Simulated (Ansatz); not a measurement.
# Be4Sb2Se (built on the sites of a database entry of Ca4Sb2O): from the cell to its phonons

Aim: the vibrations of Be4Sb2Se (built on the sites of a database entry of Ca4Sb2O), their spectra, and whether the structure is stable.

Main program and level: Ansatz 0.2.0; DFT LDA, scalar-relativistic, plane waves, norm-conserving pseudopotentials.

Report form: the programs' logs are mostly left out.

The structure was built from a prototype and need not be the compound's stable phase.

## 1. The structure

The structure is tetragonal, space group I4/mmm (No. 139). Conventional cell: a = 3.632 Å, b = 3.632 Å, c = 12.690 Å, α = 90.00°, β = 90.00°, γ = 90.00°. Be has 2 Se at 1.82 Å nearest. Be has 1 Se at 2.12 Å nearest. Nearest to Sb lie 9 Be at 2.47 to 2.59 Å and 4 Se at 3.11 Å. Nearest to Se lie 6 Be at 1.82 to 2.12 Å and 8 Sb at 3.11 Å. Farther neighbours and most contacts between anions are not listed.

## 2. Rough relaxation

The start is far from rest, so a relaxation with loose tolerances brings it close first.

The input, input.yaml:

```yaml
crystal:
  lattice:
    - [-1.81589, 1.81589, 6.34495]
    - [1.81589, -1.81589, 6.34495]
    - [1.81589, 1.81589, -6.34495]
  atoms:
    - { symbol: Be, position: [0.5, 0.0, 0.5] }
    - { symbol: Be, position: [0.0, 0.5, 0.5] }
    - { symbol: Be, position: [0.3332, 0.3332, 0.0] }
    - { symbol: Be, position: [0.6668, 0.6668, 0.0] }
    - { symbol: Sb, position: [0.1387, 0.1387, 0.0] }
    - { symbol: Sb, position: [0.8613, 0.8613, 0.0] }
    - { symbol: Se, position: [0.5, 0.5, 0.0] }
kpoints:
  mp_grid: { grid: [8, 8, 8] }
hamiltonian:
  xc: lda
  pseudopotentials: { kind: nc }
scf:
  occupations: { method: gaussian, width: 0.1 }
output:
  forces: true
  stress: true
  eigenvalues: true
relax:
  adjacent_minimum: "off"
  f_tol: 0.05
  max_steps: 80
  cell: { stress_tol: 0.5 }
```

Launch:

```sh
$ ansatz run input.yaml --threads 8 --pin off --max-ram 14336MiB --backend cpu --events-out ev --progress --plain --runs-dir out
```

Wall time 24 s (8 threads of AMD EPYC 9B45 (Zen 5), shared host); peak memory 1.6 GiB; 3.1 min of CPU time.

Step by step:

| step | energy less that of the first step (eV) | largest force component (eV/Å) | pressure (GPa) | volume (Å³) |
| --- | --- | --- | --- | --- |
| 1 | 0.0000 | 3.1636 | 54.98 | 83.69 |
| 2 | -3.3807 | 0.8673 | 25.12 | 95.36 |
| 3 | -4.6680 | 0.0709 | 8.53 | 106.35 |
| 4 | -4.9245 | 0.1137 | 0.38 | 113.07 |
| 5 | -4.9424 | 0.0912 | -0.64 | 113.75 |
| 6 | -4.9538 | 0.0485 | -0.71 | 113.51 |
| 7 | -4.9559 | 0.0134 | 0.04 | 112.82 |
| 8* | -5.2064 | 0.0143 | 4.48 | 112.82 |
| 9 | -5.3359 | 0.1509 | 2.13 | 116.47 |
| 10 | -5.4194 | 0.0893 | 0.40 | 120.60 |
| 11 | -5.4303 | 0.1081 | -0.33 | 122.47 |
| 12 | -5.4327 | 0.0085 | 0.01 | 122.17 |
| 13* | -5.4434 | 0.0084 | 0.23 | 122.17 |

Relaxation steps marked * repeat the geometry before them on a plane-wave basis chosen anew for their cell, so energy and pressure can jump there.

The run keeps the 16 symmetry operations that it works with, so distortions that break them were not tested.

| cell as run | before | after | change |
| --- | --- | --- | --- |
| a (Å) | 6.845 | 6.939 | +1.4 % |
| b (Å) | 6.845 | 6.939 | +1.4 % |
| c (Å) | 6.845 | 6.939 | +1.4 % |
| α (°) | 149.23 | 142.65 | -4.4 % |
| β (°) | 149.23 | 142.65 | -4.4 % |
| γ (°) | 44.07 | 53.85 | +22.2 % |
| volume (Å³/atom) | 11.96 | 17.45 | +46.0 % |

The atoms that moved most (Å, as changes of fractional coordinates times the final cell):

| atom | dx | dy | dz | length |
| --- | --- | --- | --- | --- |
| Be3 | 0.000 | 0.000 | -0.074 | 0.074 |
| Be4 | 0.000 | 0.000 | 0.074 | 0.074 |

This step gave:

* pressure: 0.2341 GPa
* volume per atom: 17.45 Å³
* gap on the k-mesh: 0 eV

In this step the volume went from 11.96 to 17.45 Å³/atom.

## 3. Bringing the structure to rest

The cell and atoms are relaxed, since residual forces and stress would shift the frequencies.

The input, input.yaml:

```yaml
crystal:
  lattice:
    - [-2.2219330261, 2.2219330261, 6.1865791608]
    - [2.2219330261, -2.2219330261, 6.1865791608]
    - [2.2219330261, 2.2219330261, -6.1865791608]
  atoms:
    - { symbol: Be, position: [0.5, 0.0, 0.5] }
    - { symbol: Be, position: [0.0, 0.5, 0.5] }
    - { symbol: Be, position: [0.3272255529, 0.3272255529, 0.0] }
    - { symbol: Be, position: [0.6727744471, 0.6727744471, 0.0] }
    - { symbol: Sb, position: [0.1384099422, 0.1384099422, 0.0] }
    - { symbol: Sb, position: [0.8615900578, 0.8615900578, 0.0] }
    - { symbol: Se, position: [0.5, 0.5, 0.0] }
kpoints:
  mp_grid: { grid: [12, 12, 12] }
hamiltonian:
  xc: lda
  pseudopotentials: { kind: nc }
scf:
  occupations: { method: gaussian, width: 0.1 }
output:
  forces: true
  stress: true
  eigenvalues: true
relax:
  adjacent_minimum: "off"
  f_tol: 0.005
  max_steps: 80
  cell: { stress_tol: 0.05 }
```

It took 43 s on 8 threads; peak memory 2.6 GiB; 5.5 min of CPU time.

The steps of the relaxation:

| step | energy less that of the first step (eV) | largest force component (eV/Å) | pressure (GPa) | volume (Å³) |
| --- | --- | --- | --- | --- |
| 1 | 0.0000 | 0.0009 | 0.26 | 122.17 |
| 2 | 0.0011 | 0.0810 | -0.26 | 122.90 |
| 3 | -0.0003 | 0.0150 | 0.03 | 122.51 |
| 4 | -0.0004 | 0.0093 | 0.00 | 122.56 |
| 5 | -0.0003 | 0.0163 | -0.03 | 122.59 |
| 6 | -0.0004 | 0.0008 | -0.01 | 122.55 |
| 7* | -0.0004 | 0.0008 | -0.01 | 122.55 |

Relaxation steps marked * repeat the geometry before them on a plane-wave basis chosen anew for their cell, so energy and pressure can jump there. Relaxation steps 2, 5 were tried and not accepted.

Forces are held to the 16 operations that the run works with; a distortion that breaks them can't arise in this run.

| conventional cell, symmetrised | before | after | change |
| --- | --- | --- | --- |
| a (Å) | 4.444 | 4.446 | +0.0 % |
| b (Å) | 4.444 | 4.446 | +0.0 % |
| c (Å) | 12.373 | 12.400 | +0.2 % |
| volume (Å³/atom) | 17.45 | 17.51 | +0.3 % |

This step gave:

| Quantity | Value |
| --- | --- |
| pressure | -0.005539 GPa |
| volume per atom | 17.51 Å³ |

In this step the volume went from 17.45 to 17.51 Å³/atom.

## 4. Relaxing to small forces for the phonons

Phonons need a cell at rest on their own settings, so the relaxation is repeated with tight tolerances on forces and stress, using the mesh and the filling of the phonon run that follows.

The input, input.yaml:

```yaml
crystal:
  lattice:
    - [-2.2229744003, 2.2229744003, 6.1998668116]
    - [2.2229744003, -2.2229744003, 6.1998668116]
    - [2.2229744003, 2.2229744003, -6.1998668116]
  atoms:
    - { symbol: Be, position: [0.5, 0.0, 0.5] }
    - { symbol: Be, position: [0.0, 0.5, 0.5] }
    - { symbol: Be, position: [0.3272197114, 0.3272197114, 0.0] }
    - { symbol: Be, position: [0.6727802886, 0.6727802886, 0.0] }
    - { symbol: Sb, position: [0.1385140708, 0.1385140708, 0.0] }
    - { symbol: Sb, position: [0.8614859292, 0.8614859292, 0.0] }
    - { symbol: Se, position: [0.5, 0.5, 0.0] }
kpoints:
  mp_grid: { grid: [12, 12, 12] }
hamiltonian:
  xc: lda
  pseudopotentials: { kind: nc }
scf:
  occupations: { method: methfessel_paxton, width: 0.2 }
output:
  forces: true
  stress: true
  eigenvalues: true
  write_density: true
  write_potential: true
  elf: true
  volumetric_format: npy
relax:
  adjacent_minimum: "off"
  f_tol: 0.001
  max_steps: 60
  cell: { stress_tol: 0.01 }
```

It took 33 s on 8 threads; peak memory 2.7 GiB.

Little changed from the start: no atom moved by 0.005 Å and no cell edge by 0.1 %.

This step gave:

```yaml
pressure: 7.46e-4 GPa
volume_per_atom: 17.50 Å³
```

ELF in the ab plane of the cell as run, not the conventional one, at fractional z = 0.000, with atoms of Be and Sb and Se within 0.2 Å of it. It is the smooth field of the valence electrons, not physical close to the nuclei.

Ten even steps from '0' (0.48 × 1e-1) to '9' (9.67 × 1e-1), each cell a mean:
```
2234334431244233323
3223445432355332132
3321223222357532013
2431111112114753223
2441122222103375333
3441135555329637532
4541146435735934754
4432145233473201554
2232246231347311332
1232136531135522221
3343003743333521233
4566165375224521244
3357459536656521354
2225735603444321243
2333474101211111243
2302357632221111134
3310325643334443223
3233323532245444322
2332223431244322332
```
Columns run along a (7.0 Å), rows up along b (7.0 Å). Atoms in or near the plane, at fractional coordinates: Be at (0.33, 0.33), Be at (0.67, 0.67), Sb at (0.14, 0.14), Sb at (0.86, 0.86), Se at (0.50, 0.50).

Valence density in the ab plane of the cell as run, not the conventional one, at fractional z = 0.000, with atoms of Be and Sb and Se within 0.2 Å of it. It is the smooth field of the valence electrons, not physical close to the nuclei.

Ten steps, logarithmic in the rise over the least value, from '_' (0 e/Å³) to '@' (22 e/Å³), each cell a mean:
```
____....::::..__________..--++##**--..
..______......__________..::**######--
::..____________________..::==##++##**
--..____________________....::++######
--....______..________::==::::::==**++
::....____....::......--%%##::..::::--
....______..::------::::**%%==........
__________..::++####==::::--::________
__________..::++%%%%%%==::..__________
____________..--####%%##--..__________
__________....::==##%%##--..__________
..____....****::::--++++--::__________
::::......**@@**....::::::....____....
--==--::::::****..__........______..::
++####++--::....__________________..::
==##**##++::....____________________..
--**##**##--..____________....______..
..--**####==::__________..........____
__..--==++--::..________..::----::..__
```
Columns run along a (7.0 Å), rows up along b (7.0 Å). Atoms in or near the plane, at fractional coordinates: Be at (0.33, 0.33), Be at (0.67, 0.67), Sb at (0.14, 0.14), Sb at (0.86, 0.86), Se at (0.50, 0.50).

Electrostatic potential energy in the ab plane of the cell as run, not the conventional one, at fractional z = 0.000, with atoms of Be and Sb and Se within 0.2 Å of it. With pseudopotentials it is smooth inside the atoms' cores, unlike the true potential.

Values in eV, 10 rows by 16 columns, each cell a mean:
```
   8   10    7    3    2    6    9   11   11   11    7  -13  -62  -82  -50   -7
  -6    8   11   11   10   11   11    9    7    4    5    1  -32  -89 -104  -62
 -10    5   10   11   10    8    8    8    3  -14  -35  -15    1   -9  -32  -35
   6    8   11   11    8    0  -15  -17   -5   -4  -32  -47  -13    5    8    6
  11   11    9    8    7    1  -32  -82  -77  -27   -1   -1   -1    5   10   12
  11   11    7   -1  -11   -5   -4  -34  -70  -55  -13    6    9   10   10   11
   0    1    5    0  -29  -58  -22    0   -1   -6   -1    6   10   11    9    5
 -34  -64  -45   -9    0  -13  -17   -2    7   10   10   10   10   11    9   -2
 -20  -81 -104  -80  -18    5    8    8    9   10   10   10   10   11   11    6
   7  -10  -44  -59  -29    0   10   11   11   11    7   -2   -7   -2    6   10
```
Columns run along a (7.0 Å; values clipped at the 3rd and 97th percentile), rows up along b (7.0 Å). Atoms in or near the plane, at fractional coordinates: Be at (0.33, 0.33), Be at (0.67, 0.67), Sb at (0.14, 0.14), Sb at (0.86, 0.86), Se at (0.50, 0.50).

The largest force component left is 0.78 meV/Å and the pressure is 0.001 GPa, within the tolerances set. The cell now holds 17.50 Å³/atom.

## 5. Linear response at the zone centre

The zone centre is the only wavevector solved here; it holds the modes that light can see, as far as symmetry allows. No field response is asked, since the mesh shows no gap.

The input, input.yaml:

```yaml
crystal:
  lattice:
    - [-2.2229795193, 2.2229795193, 6.1987300739]
    - [2.2229795193, -2.2229795193, 6.1987300739]
    - [2.2229795193, 2.2229795193, -6.1987300739]
  atoms:
    - { symbol: Be, position: [0.5, 0.0, 0.5] }
    - { symbol: Be, position: [0.0, 0.5, 0.5] }
    - { symbol: Be, position: [0.327226484, 0.327226484, 0.0] }
    - { symbol: Be, position: [0.672773516, 0.672773516, 0.0] }
    - { symbol: Sb, position: [0.1384922213, 0.1384922213, 0.0] }
    - { symbol: Sb, position: [0.8615077787, 0.8615077787, 0.0] }
    - { symbol: Se, position: [0.5, 0.5, 0.0] }
kpoints:
  mp_grid: { grid: [12, 12, 12] }
hamiltonian:
  xc: lda
  pseudopotentials: { kind: nc }
scf:
  occupations: { method: methfessel_paxton, width: 0.2 }
output:
  eigenvalues: true
phonons:
  method: dfpt
```

Elapsed: 11 min, on 8 threads; peak memory 11 GiB; 88 min of CPU time.

This step gave:

```
sum-rule residual before enforcement                    : 1.14e-4 eV/Å²
point group                                             : 4/mmm
highest optical mode at the zone centre (no LO-TO term) : 629.5 cm⁻¹
lowest optical zone-centre mode                         : -353.1 cm⁻¹
```

Patterns of degenerate modes are one choice out of their space. Modes at Γ, with each element's share of the kinetic energy (negative means imaginary):

| mode | frequency (cm⁻¹) | symmetry | Be % | Sb % | Se % |
| --- | --- | --- | --- | --- | --- |
| 1 | -353.1 | Eu | 95 | 1 | 4 |
| 2 | -353.1 | Eu | 95 | 1 | 4 |
| 3 | -314.1 | Eg | 100 | 0 | 0 |
| 4 | -314.1 | Eg | 100 | 0 | 0 |
| 5 | -241.8 | B2u | 100 | 0 | 0 |
| 6 | -185.3 | Eu | 88 | 0 | 12 |
| 7 | -185.3 | Eu | 88 | 0 | 12 |
| 8 | -165.6 | A2u | 84 | 0 | 16 |
| 9 | 0.0 | acoustic | 10 | 68 | 22 |
| 10 | 0.0 | acoustic | 10 | 68 | 22 |
| 11 | 0.0 | acoustic | 10 | 68 | 22 |
| 12 | 66.1 | Eg | 0 | 100 | 0 |
| 13 | 66.1 | Eg | 0 | 100 | 0 |
| 14 | 86.0 | Eu | 16 | 31 | 53 |
| 15 | 86.0 | Eu | 16 | 31 | 53 |
| 16 | 139.4 | A1g | 2 | 98 | 0 |
| 17 | 151.6 | A2u | 12 | 30 | 57 |
| 18 | 467.3 | Eu | 91 | 0 | 9 |
| 19 | 467.3 | Eu | 91 | 0 | 9 |
| 20 | 598.0 | A1g | 98 | 2 | 0 |
| 21 | 629.5 | A2u | 93 | 2 | 5 |

Displacements in mode 2 (-353.1 cm⁻¹), the largest set to 1:
```
Be1  0.00 -0.16  0.00
Be2  0.00 -0.06  0.00
Be3  0.00  1.00  0.00
Be4  0.00  1.00  0.00
Sb5  0.00 -0.03  0.00
Sb6  0.00 -0.03  0.00
Se7  0.00 -0.10  0.00
```

Displacements in mode 21 (629.5 cm⁻¹), the largest set to 1:
```
Be1  0.00  0.00 -0.03
Be2  0.00  0.00 -0.03
Be3  0.00  0.00  1.00
Be4  0.00  0.00  1.00
Sb5  0.00  0.00 -0.04
Sb6  0.00  0.00 -0.04
Se7  0.00  0.00 -0.11
```

Before it was imposed, the acoustic sum rule was missed by 1.1e-4 eV/Å². Small misses are needed for a sound result but don't prove that mesh and cutoff are converged. The lowest optical mode is imaginary, 353.1i cm⁻¹, so the energy falls along it.

## 6. Another isotope, element Sb, natural mass 121.76 amu

An isotope changes the mass and not the force constants, so no new electronic calculation is needed; the shifts show which modes move this element.

The same force constants with the mass of Sb changed from 121.760 to 122.904 u (phonopy, no LO-TO term). Both lists are sorted by frequency; levels can cross, so a row need not hold one and the same mode. Modes under 3 cm⁻¹ are left out. Isotope shifts, by row:

| q | rank | natural mass (cm⁻¹) | changed mass (cm⁻¹) |
| --- | --- | --- | --- |
| 0 0 0 | 1 | -353.1 | -353 |
| 0 0 0 | 2 | -353.1 | -353 |
| 0 0 0 | 3 | -314.1 | -314.1 |
| 0 0 0 | 4 | -314.1 | -314.1 |
| 0 0 0 | 5 | -241.8 | -241.8 |
| 0 0 0 | 6 | -185.3 | -185.3 |
| 0 0 0 | 7 | -185.3 | -185.3 |
| 0 0 0 | 8 | -165.6 | -165.6 |
| 0 0 0 | 12 | 66.1 | 65.79 |
| 0 0 0 | 13 | 66.1 | 65.79 |
| 0 0 0 | 14 | 85.96 | 85.84 |
| 0 0 0 | 15 | 85.96 | 85.84 |
| 0 0 0 | 16 | 139.4 | 138.8 |
| 0 0 0 | 17 | 151.6 | 151.4 |
| 0 0 0 | 18 | 467.3 | 467.3 |
| 0 0 0 | 19 | 467.3 | 467.3 |
| 0 0 0 | 20 | 598 | 597.9 |
| 0 0 0 | 21 | 629.5 | 629.5 |

A mode of this element alone would shift by -0.47 %. The highest zone-centre frequency without the field goes from 629.5 to 629.5 cm⁻¹ (-0.0 %).

## 7. Isotope substitution, element Se, natural mass 78.971 amu

The same for Se, from 78.97 to 81.92 u.

The same force constants with the mass of Se changed from 78.971 to 81.917 u (phonopy, no LO-TO term). Both lists are sorted by frequency; levels can cross, so a row need not hold one and the same mode. Modes under 3 cm⁻¹ are left out. Isotope shifts, by row:

| q | rank | natural mass (cm⁻¹) | changed mass (cm⁻¹) |
| --- | --- | --- | --- |
| 0 0 0 | 1 | -353.1 | -352.8 |
| 0 0 0 | 2 | -353.1 | -352.8 |
| 0 0 0 | 3 | -314.1 | -314.1 |
| 0 0 0 | 4 | -314.1 | -314.1 |
| 0 0 0 | 5 | -241.8 | -241.8 |
| 0 0 0 | 6 | -185.3 | -184.9 |
| 0 0 0 | 7 | -185.3 | -184.9 |
| 0 0 0 | 8 | -165.6 | -165.2 |
| 0 0 0 | 12 | 66.1 | 66.1 |
| 0 0 0 | 13 | 66.1 | 66.1 |
| 0 0 0 | 14 | 85.96 | 85.13 |
| 0 0 0 | 15 | 85.96 | 85.13 |
| 0 0 0 | 16 | 139.4 | 139.4 |
| 0 0 0 | 17 | 151.6 | 150.1 |
| 0 0 0 | 18 | 467.3 | 466.5 |
| 0 0 0 | 19 | 467.3 | 466.5 |
| 0 0 0 | 20 | 598 | 598 |
| 0 0 0 | 21 | 629.5 | 628.9 |

A mode of this element alone would shift by -1.81 %. The highest zone-centre frequency without the field goes from 629.5 to 628.9 cm⁻¹ (-0.1 %).

## 8. Results

| Property | Result |
| --- | --- |
| space group after relaxation (within 0.01 Å) | I4/mmm |
| volume per atom | 17.5 Å³ |
| electronic character | no gap on this mesh |
| highest optical mode at the zone centre (no LO-TO term) | 630 cm⁻¹ |
| lowest optical zone-centre mode | -353 cm⁻¹ |
| imaginary modes at Γ (the only wavevector solved) | yes |

In words: A zone-centre mode is imaginary (353.1i cm⁻¹), so this structure is not a minimum of the energy. The optical modes at Γ span -353 to 630 cm⁻¹ (negative means imaginary). No dispersion was computed. The highest mode in this list at Γ, 629.5 cm⁻¹, is mostly motion of Be (93 % of the kinetic energy). With no gap, or one that is small against the smearing, the frequencies hang on the k mesh and the smearing, most of all near Kohn anomalies. Spin-orbit coupling is left out, which can matter for the heavy elements here. The starting cell was built on a prototype and not taken from a measurement, so the phase need not exist. These are harmonic frequencies at zero temperature: anharmonic shifts, linewidths and thermal expansion are left out.

[Logs are printed without paths, hosts, clocks, repeated set-up lines and the standing remarks that a program may print on its own settings, such as how far it seeks lower states.]

[Hosts, paths, dates, database ids (printed as entryN), source tags and the programs' standing remarks are cut or masked in the printed files.]
